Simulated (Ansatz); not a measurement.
**Rock-salt TiC, an end member of the NbC–TiC series (64 atoms) under strain**

How stiff is rock-salt TiC, an end member of the NbC–TiC series (64 atoms)?

Main program and level: Ansatz 0.2.0; Kohn-Sham DFT, PBE, PAW (set soft_2), plane waves.

## 1. The starting structure

The cell holds 64 atoms: 32 Ti and 32 C. Cell: a = 8.656 Å, b = 8.656 Å, c = 8.656 Å, α = 90.0°, β = 90.0°, γ = 90.0°. It derives from TiC. Rock-salt NbC, 2 x 2 x 2 conventional cells, 32 of 32 Nb sites given to Ti at random (x = 1.000), lattice by Vegard's rule (a = 4.328 Å); not relaxed, displaced by a Gaussian of 0.02 Å.

## 2. Single point at the start

A single point comes first, to see the forces before anything moves.

input.yaml reads:

```yaml
crystal:
  lattice:
    - [8.656, 0.0, 0.0]
    - [0.0, 8.656, 0.0]
    - [0.0, 0.0, 8.656]
  atoms:
    - { symbol: Ti, position: [0.00203, 0.99923, 0.00138] }
    - { symbol: C, position: [0.25235, 0.0029, 0.99898] }
    - { symbol: Ti, position: [0.99947, 0.25155, 0.25092] }
    - { symbol: C, position: [0.25252, 0.25117, 0.25308] }
    - { symbol: Ti, position: [0.24841, 0.00368, 0.24895] }
    - { symbol: C, position: [0.00272, 0.00282, 0.2467] }
    - { symbol: Ti, position: [0.24725, 0.25418, 0.99799] }
    - { symbol: C, position: [0.0002, 0.25354, 0.9986] }
    - { symbol: Ti, position: [0.99904, 0.99993, 0.49985] }
    - { symbol: C, position: [0.25248, 0.00222, 0.49767] }
    - { symbol: Ti, position: [0.99943, 0.25388, 0.75145] }
    - { symbol: C, position: [0.25126, 0.25207, 0.75193] }
    - { symbol: Ti, position: [0.25193, 0.99703, 0.75045] }
    - { symbol: C, position: [0.99954, 0.00452, 0.74918] }
    - { symbol: Ti, position: [0.25134, 0.25078, 0.49701] }
    - { symbol: C, position: [0.99952, 0.24391, 0.49991] }
    - { symbol: Ti, position: [0.00315, 0.50025, 0.99626] }
    - { symbol: C, position: [0.25135, 0.49899, 0.99659] }
    - { symbol: Ti, position: [0.99513, 0.75296, 0.24902] }
    - { symbol: C, position: [0.24916, 0.7492, 0.25145] }
    - { symbol: Ti, position: [0.25233, 0.50185, 0.24898] }
    - { symbol: C, position: [0.00191, 0.50395, 0.25172] }
    - { symbol: Ti, position: [0.2509, 0.75175, 0.99919] }
    - { symbol: C, position: [0.00205, 0.74945, 0.99927] }
    - { symbol: Ti, position: [0.00425, 0.49868, 0.50005] }
    - { symbol: C, position: [0.24561, 0.49907, 0.49897] }
    - { symbol: Ti, position: [0.00401, 0.75323, 0.74725] }
    - { symbol: C, position: [0.24859, 0.75022, 0.74826] }
    - { symbol: Ti, position: [0.24828, 0.5005, 0.74826] }
    - { symbol: C, position: [0.00472, 0.50146, 0.74432] }
    - { symbol: Ti, position: [0.25009, 0.75054, 0.50084] }
    - { symbol: C, position: [0.99627, 0.75159, 0.50042] }
    - { symbol: Ti, position: [0.50325, 0.99714, 0.9997] }
    - { symbol: C, position: [0.75082, 0.99698, 0.99738] }
    - { symbol: Ti, position: [0.50094, 0.24529, 0.24959] }
    - { symbol: C, position: [0.74705, 0.24809, 0.25008] }
    - { symbol: Ti, position: [0.74708, 0.00109, 0.24904] }
    - { symbol: C, position: [0.49747, 0.003, 0.24777] }
    - { symbol: Ti, position: [0.75161, 0.24956, 0.99907] }
    - { symbol: C, position: [0.49921, 0.24504, 0.00163] }
    - { symbol: Ti, position: [0.49969, 0.00139, 0.49716] }
    - { symbol: C, position: [0.7489, 0.00276, 0.50029] }
    - { symbol: Ti, position: [0.49853, 0.25025, 0.74977] }
    - { symbol: C, position: [0.74442, 0.25149, 0.75068] }
    - { symbol: Ti, position: [0.75163, 0.00071, 0.74792] }
    - { symbol: C, position: [0.50093, 0.99724, 0.75157] }
    - { symbol: Ti, position: [0.74942, 0.24694, 0.50074] }
    - { symbol: C, position: [0.49981, 0.25291, 0.49829] }
    - { symbol: Ti, position: [0.50262, 0.50027, 0.00283] }
    - { symbol: C, position: [0.74794, 0.50171, 0.00038] }
    - { symbol: Ti, position: [0.50015, 0.74804, 0.25021] }
    - { symbol: C, position: [0.7504, 0.75167, 0.25302] }
    - { symbol: Ti, position: [0.75198, 0.49917, 0.25098] }
    - { symbol: C, position: [0.50401, 0.49538, 0.24798] }
    - { symbol: Ti, position: [0.75158, 0.74899, 0.00256] }
    - { symbol: C, position: [0.49741, 0.74633, 0.00225] }
    - { symbol: Ti, position: [0.4988, 0.50006, 0.49942] }
    - { symbol: C, position: [0.74933, 0.50039, 0.50429] }
    - { symbol: Ti, position: [0.49663, 0.74874, 0.75089] }
    - { symbol: C, position: [0.75353, 0.74982, 0.75159] }
    - { symbol: Ti, position: [0.751, 0.49881, 0.75095] }
    - { symbol: C, position: [0.5007, 0.50039, 0.74898] }
    - { symbol: Ti, position: [0.74997, 0.75811, 0.49974] }
    - { symbol: C, position: [0.50023, 0.74923, 0.50387] }
kpoints:
  mp_grid: { grid: [2, 2, 2] }
hamiltonian:
  xc: pbe
scf:
  occupations: { method: fermi_dirac, width: 0.05 }
output:
  forces: true
```

Command:

```sh
$ ansatz run input.yaml --threads 4 --pin off --max-ram 8192MiB --backend cpu --events-out ev --progress --plain --runs-dir out
```

Numbers of over 12 decimals in the logs are rounded to 6 here.

Log:

```text
[...]
Pseudopotentials: kind: paw
Pseudopotential: Ti, paw, valence charge 12, recommended cutoff 420 eV (normal), Ti.paw.azcp
Pseudopotential: C, paw, valence charge 4, recommended cutoff 420 eV (normal), C.paw.azcp
[... 5 lines on functional and potentials left out ...]
Crystal: 64 atoms, lattice volume = 648.562 Å³
Basis set: ecut = 420 eV, 12797 PW (Γ), exchange–correlation on 120×120×120 points (8 copies of the dense FFT grid, shifted against one another)
Bands: 320, of which v1, the nominal top of the filled ones, is band 256 counted from 1 (255 counted from 0)
Symmetry: 1 space group operations
Space group: P1 (ITA 1), of the structure as read, at distance tolerance 8.7e-5 Å
k-points: 8
[... 5 lines on functional and potentials left out ...]
Initial density: superposition of atomic densities (neutral atoms: chi_scale 0, normalization atom), corrected by the library's trained network
Initial wavefunctions: pseudopotential atomic-orbital guess
[...]
SCF iter   1: F=—  HF=-88072.811513 eV  |F-HF|=—  |Δ(HF+E_count)|=         —  Δρ=3.29e-3  dr2=5.32e-2  ethr=1.77e-3  ⟨swp⟩=4.0  Hψ=9116  notcnv=0  defer=9
preconditioner: auto → Resta (q_TF=auto, 2.623 Å⁻¹)  ε∞=12.9  [insulator: Δε(μ)=0.206 eV  Ē_g=6.758 eV  σ=0.050 eV  W_gap=0.55  n_scr=202 (ndim 8)  ℏωp=23.3 eV  f_vac=0.000  D(μ)=20.93/eV (n_scr^D=170)  ε∞_Penn≈12.9]
SCF iter   2: F=—  HF=-88072.801453 eV  |F-HF|=—  |Δ(HF+E_count)|=   1.01e-2  Δρ=1.51e-3  dr2=7.82e-3  ethr=1.04e-5  ⟨swp⟩=2.0  Hψ=3525  notcnv=0  defer=185
SCF iter   3: F=—  HF=-88072.801942 eV  |F-HF|=—  |Δ(HF+E_count)|=   4.89e-4  Δρ=4.48e-4  dr2=7.76e-4  ethr=1.53e-6  ⟨swp⟩=2.0  Hψ=2557  notcnv=0  defer=80
automatic band count: iteration 3 solves 297 bands in place of 320: the levels show a gap, and the empty bands left out lie too high to hold charge; the band table lists the bands solved (type scf.n_extra_bands for more)
SCF iter   4: F=—  HF=-88072.801955 eV  |F-HF|=—  |Δ(HF+E_count)|=   1.25e-5  Δρ=6.59e-5  dr2=1.98e-5  ethr=1.51e-7  ⟨swp⟩=2.0  Hψ=2895  notcnv=0  defer=80
SCF iter   5: F=—  HF=-88072.800410 eV  |F-HF|=—  |Δ(HF+E_count)|=   1.54e-3  Δρ=1.47e-5  dr2=9.01e-7  ethr=3.86e-9  ⟨swp⟩=2.5  Hψ=4040  notcnv=0  defer=80
SCF iter   6: F=-88072.800411 eV  HF=-88072.800411 eV  |F-HF|=1.09e-8  |Δ(HF+E_count)|=   2.75e-7  Δρ=3.48e-6  dr2=5.26e-8  ethr=1.95e-11  ⟨swp⟩=4.0  Hψ=7138  notcnv=0
SCF 1 converged in 6 iterations: F = -88072.800411 eV  dr2 = 5.26e-8
[...]
SCF converged after 6 iterations
Free energy (F): -88072.800411 eV
Harris-Foulkes:  -88072.800411 eV  (|F-HF|=1.09e-8)
Internal energy: -88072.645392 eV  (E = F + TS)
E sigma→0 (E₀):  -88072.722901 eV
Entropy (-TS):   -0.155019 eV (-2.422 meV/atom)
Fermi energy:    14.683952 eV
--- Per-component energies (eV) ---
[...]
Σ components = -88072.800411   (vs F -88072.800411, Δ=0.00e0)
--- Forces (eV/Å), atoms counted from 1 ---
  atom   1  Ti    -0.12775852     0.29217210    -0.38532279
  atom   2  C     -0.29185668    -0.33414834     0.02387941
  atom   3  Ti     0.05440143    -0.04149279    -0.11082219
  atom   4  C     -0.42683177     0.03043069    -0.51675820
[...]
atom  64  C     -0.17131149     0.20829578    -0.51109555
  max |Σ_I F_I| component: 1.19e-5 eV/Å
```

The job ended after 31 s (4 threads of Arm Neoverse V1, shared host; peak memory 4.6 GiB; 2 min of CPU time).

The r.m.s. force at the start is 0.34 eV/Å.

## 3. Cell and atoms relaxed

Cell and atoms are freed together, to release stress as well as forces.

input.yaml reads:

```yaml
crystal:
  lattice:
    - [8.656, 0.0, 0.0]
    - [0.0, 8.656, 0.0]
    - [0.0, 0.0, 8.656]
  atoms:
    [... the 64 atom lines of step 2 ...]
kpoints:
  mp_grid: { grid: [2, 2, 2] }
hamiltonian:
  xc: pbe
scf:
  occupations: { method: fermi_dirac, width: 0.05 }
output:
  forces: true
relax:
  f_tol: 0.05
  max_steps: 150
  cell: {}
```

Log:

```text
[...]
Crystal: 64 atoms, lattice volume = 648.562 Å³
Basis set: ecut = 420 eV, 12797 PW (Γ), exchange–correlation on 120×120×120 points (8 copies of the dense FFT grid, shifted against one another)
Bands: 320, of which v1, the nominal top of the filled ones, is band 256 counted from 1 (255 counted from 0)
Symmetry: 1 space group operations
[...]
k-points: 8
[...]
SCF iter   1: F=—  HF=-88072.811514 eV  |F-HF|=—  |Δ(HF+E_count)|=         —  Δρ=3.29e-3  dr2=5.32e-2  ethr=1.77e-3  ⟨swp⟩=4.0  Hψ=9116  notcnv=0  defer=9
[...]
SCF iter   6: F=-88072.800411 eV  HF=-88072.800411 eV  |F-HF|=3.71e-9  |Δ(HF+E_count)|=   2.65e-7  Δρ=2.92e-6  dr2=3.11e-8  ethr=1.95e-11  ⟨swp⟩=4.0  Hψ=7291  notcnv=0
SCF 1 converged in 6 iterations: F = -88072.800411 eV  dr2 = 3.11e-8
[...]
relax step   1: F+E_penalty+E_count = -88072.80041075 eV  Δ(F+E_penalty+E_count) = +0.000e0 eV  max|allowed force component| = 1.237e0 eV/Å  Δτ_max = 0.0000 Å  P = +1.049 GPa  Ω = 648.562 Å³  (6 SCF iters, dr2 threshold 1.00e-7 eV, accepted)
[...]
relax step   2: F+E_penalty+E_count = -88073.19299765 eV  Δ(F+E_penalty+E_count) = -3.926e-1 eV  max|allowed force component| = 4.999e-1 eV/Å  Δτ_max = 0.0793 Å  P = +0.137 GPa  Ω = 650.305 Å³  energy of the carried Pulay correction = -2.973e-3 eV  (6 SCF iters, dr2 threshold 6.40e-6 eV, accepted)
[...]
relax step   3: F+E_penalty+E_count = -88073.39146529 eV  Δ(F+E_penalty+E_count) = -1.985e-1 eV  max|allowed force component| = 7.924e-3 eV/Å  Δτ_max = 0.0428 Å  P = +0.007 GPa  Ω = 650.429 Å³  energy of the carried Pulay correction = -3.186e-3 eV  (6 SCF iters, dr2 threshold 6.40e-6 eV, accepted)
[...]
relax step   4: F+E_penalty+E_count = -88073.39560230 eV  Δ(F+E_penalty+E_count) = -4.137e-3 eV  max|allowed force component| = 7.906e-3 eV/Å  Δτ_max = 0.0000 Å  P = +0.012 GPa  Ω = 650.429 Å³  stress off target by 3.75e-2 GPa  SCF on the basis re-selected at this cell (its energy is not comparable with the rows above)  (6 SCF iters)
basis re-selected at this cell: Δ(F+E_penalty+E_count) = -4.137e-3 eV, ΔP = +0.005 GPa vs the last step (what re-selecting the basis moved, of the pressure what is left beyond the Pulay correction that the steps carried, after the strain that the cell walked since its last selection, [...]
SCF converged after 6 iterations
Free energy (F): -88073.395602 eV
[...]
Internal energy: -88073.238567 eV  (E = F + TS)
E sigma→0 (E₀):  -88073.317085 eV
Entropy (-TS):   -0.157035 eV (-2.454 meV/atom)
Fermi energy:    14.634603 eV
[...]
--- Forces (eV/Å), atoms counted from 1 ---
  atom   1  Ti     0.00099461    -0.00248435    -0.00167733
  atom   2  C      0.00205864     0.00264127    -0.00095686
  atom   3  Ti     0.00442922     0.00259260     0.00130561
  atom   4  C     -0.00498073     0.00107905     0.00091191
  atom   5  Ti     0.00081332     0.00239411    -0.00044572
  atom   6  C     -0.00423906     0.00130174     0.00164620
  atom   7  Ti    -0.00252253    -0.00149025     0.00026762
  atom   8  C      0.00052372     0.00292983     0.00000164
  atom   9  Ti    -0.00192505    -0.00145311    -0.00257969
  atom  10  C      0.00410176     0.00118483    -0.00028162
  atom  11  Ti     0.00026972     0.00374891     0.00103758
  atom  12  C     -0.00342857     0.00068188    -0.00054509
  atom  13  Ti     0.00435631    -0.00043566     0.00099954
  atom  14  C     -0.00285277     0.00142789     0.00231015
[...]
atom  63  Ti    -0.00221620     0.00090199     0.00437980
  atom  64  C     -0.00000157     0.00070141     0.00052123
  max |Σ_I F_I| component: 4.40e-6 eV/Å
--- Stress (GPa, compression-positive) ---
        0.021793       0.013100      -0.013464
        0.013100       0.011175      -0.008101
       -0.013464      -0.008101       0.001906
  P = ⅓ Tr σ = 0.0116 GPa (0.116 kbar)
--- Relaxed structure (3 steps of the walk, 3 accepted, 1 SCFs on fresh bases) ---
  F+E_penalty+E_count = -88073.39560230 eV   max|allowed force component| = 7.906e-3 eV/Å   (the final SCF, on the basis selected at the relaxed cell)
  cell:  # Å, volume = 650.4293 Å³
    - [8.664033, -0.000423057, 0.000434578]
    - [-0.000423057, 8.664309, 0.000261711]
    - [0.000434578, 0.000261711, 8.664551]
  atoms:
    - { symbol: Ti, position: [0.000216503, 1.000379, -0.000204224] }
    - { symbol: C, position: [0.250195, 0.000350286, 0.999785] }
    - { symbol: Ti, position: [1.000196, 0.250343, 0.249770] }
    - { symbol: C, position: [0.250264, 0.250366, 0.249783] }
[...]
- { symbol: C, position: [0.500229, 0.750377, 0.499756] }
```

It took 2.5 min on 4 threads; peak memory 4.9 GiB.

The relaxation converged after 3 steps, with a largest force component of 0.0079 eV/Å.

## 4. Single point at the relaxed geometry

One more single point at the end of the walk gives the fuller output and checks the residual forces.

input.yaml reads:

```yaml
crystal:
  lattice:
    - [8.66403, -0.00042, 0.00043]
    - [-0.00042, 8.66431, 0.00026]
    - [0.00043, 0.00026, 8.66455]
  atoms:
    - { symbol: Ti, position: [0.00022, 0.00038, 0.9998] }
    - { symbol: C, position: [0.2502, 0.00035, 0.99979] }
    - { symbol: Ti, position: [0.0002, 0.25034, 0.24977] }
    - { symbol: C, position: [0.25026, 0.25037, 0.24978] }
    - { symbol: Ti, position: [0.25022, 0.00036, 0.24978] }
    - { symbol: C, position: [0.00027, 0.00036, 0.24976] }
    [... 52 atom lines left out ...]
    - { symbol: Ti, position: [0.5002, 0.75038, 0.74974] }
    - { symbol: C, position: [0.75023, 0.75039, 0.74978] }
    - { symbol: Ti, position: [0.75022, 0.50036, 0.74977] }
    - { symbol: C, position: [0.50022, 0.50041, 0.74976] }
    - { symbol: Ti, position: [0.75025, 0.75037, 0.49973] }
    - { symbol: C, position: [0.50023, 0.75038, 0.49976] }
kpoints:
  mp_grid: { grid: [2, 2, 2] }
hamiltonian:
  xc: pbe
scf:
  occupations: { method: fermi_dirac, width: 0.05 }
output:
  forces: true
  stress: true
  populations: true
  dos:
    method: { smearing: { sigma: 0.08 } }
    de: 0.1
    projected: { site_lists: { C: [C], Ti: [Ti] } }
  eigenvalues: true
  write_density: true
  write_potential: true
  volumetric_format: npy
  elf: true
```

Log:

```text
[...]
Crystal: 64 atoms, lattice volume = 650.429 Å³
Basis set: ecut = 420 eV, 12797 PW (Γ), exchange–correlation on 120×120×120 points (8 copies of the dense FFT grid, shifted against one another)
Bands: 320, of which v1, the nominal top of the filled ones, is band 256 counted from 1 (255 counted from 0)
Symmetry: 1 space group operations
[...]
k-points: 8
[...]
SCF iter   1: F=—  HF=-88073.405361 eV  |F-HF|=—  |Δ(HF+E_count)|=         —  Δρ=3.18e-3  dr2=4.40e-2  ethr=1.77e-3  ⟨swp⟩=4.0  Hψ=9118  notcnv=0  defer=4
[...]
SCF iter   6: F=-88073.395601 eV  HF=-88073.395601 eV  |F-HF|=3.77e-8  |Δ(HF+E_count)|=   3.03e-7  Δρ=3.75e-6  dr2=7.02e-8  ethr=1.95e-11  ⟨swp⟩=11.5  Hψ=14332  notcnv=0
SCF 1 converged in 6 iterations: F = -88073.395601 eV  dr2 = 7.02e-8
[...]
SCF converged after 6 iterations
Free energy (F): -88073.395601 eV
[...]
Internal energy: -88073.238570 eV  (E = F + TS)
E sigma→0 (E₀):  -88073.317085 eV
Entropy (-TS):   -0.157031 eV (-2.454 meV/atom)
Fermi energy:    14.634608 eV
[...]
--- Forces (eV/Å), atoms counted from 1 ---
  atom   1  Ti     0.00050542    -0.00268468    -0.00211359
  atom   2  C      0.00169713     0.00283008    -0.00163243
  atom   3  Ti     0.00374825     0.00310032     0.00126771
  atom   4  C     -0.00433301     0.00076078     0.00142983
  atom   5  Ti     0.00115225     0.00240889    -0.00004893
  atom   6  C     -0.00483138     0.00091057     0.00196225
  atom   7  Ti    -0.00228976    -0.00180725    -0.00031417
  atom   8  C      0.00119602     0.00317573    -0.00029766
  atom   9  Ti    -0.00213803    -0.00171161    -0.00227038
  atom  10  C      0.00369176     0.00111446     0.00018956
  atom  11  Ti    -0.00037361     0.00416407     0.00182513
  atom  12  C     -0.00369713     0.00011471    -0.00058945
  atom  13  Ti     0.00422435    -0.00063503     0.00086319
  atom  14  C     -0.00198630     0.00210130     0.00207748
[...]
atom  63  Ti    -0.00156153     0.00043551     0.00405918
  atom  64  C     -0.00008048     0.00053383     0.00008213
  max |Σ_I F_I| component: 3.11e-6 eV/Å
--- Stress (GPa, compression-positive) ---
        0.021797       0.013003      -0.013322
        0.013003       0.011038      -0.008048
       -0.013322      -0.008048       0.001849
  P = ⅓ Tr σ = 0.0116 GPa (0.116 kbar)
--- Band table (eV; the first three rows and the last of 8) ---
[...]
--- Löwdin populations: 64 sites ---
  site symbol       q [e]
     0     Ti     11.1602
     1      C      4.7903
     2     Ti     11.1602
[...]
63      C      4.7904
  spilling = 0.003091 (of n_electrons = 512.000000)
```

Wall time 85 s (4 threads); peak memory 4.6 GiB.

Numbers from this run:

```yaml
free_energy: -88073.3956 eV
free_energy_per_atom: -1376.1468 eV/atom
scf_cycles: 6
pressure: 0.01156 GPa
r_m_s_force_component: 0.00243 eV/Å
longest_force: 0.00885 eV/Å
fermi_energy: 14.63 eV
levels_partly_filled_by_over_2_per_cent: 18
spilling_of_the_projection: 0.003091
```

(Part 1 of 2 ends here.)

[Logs are printed without paths, hosts, clocks, repeated set-up lines and the standing remarks that a program may print on its own settings, such as how far it seeks lower states.]

[Hosts, paths, dates, database ids (printed as entryN), source tags and the programs' standing remarks are cut or masked in the printed files.]
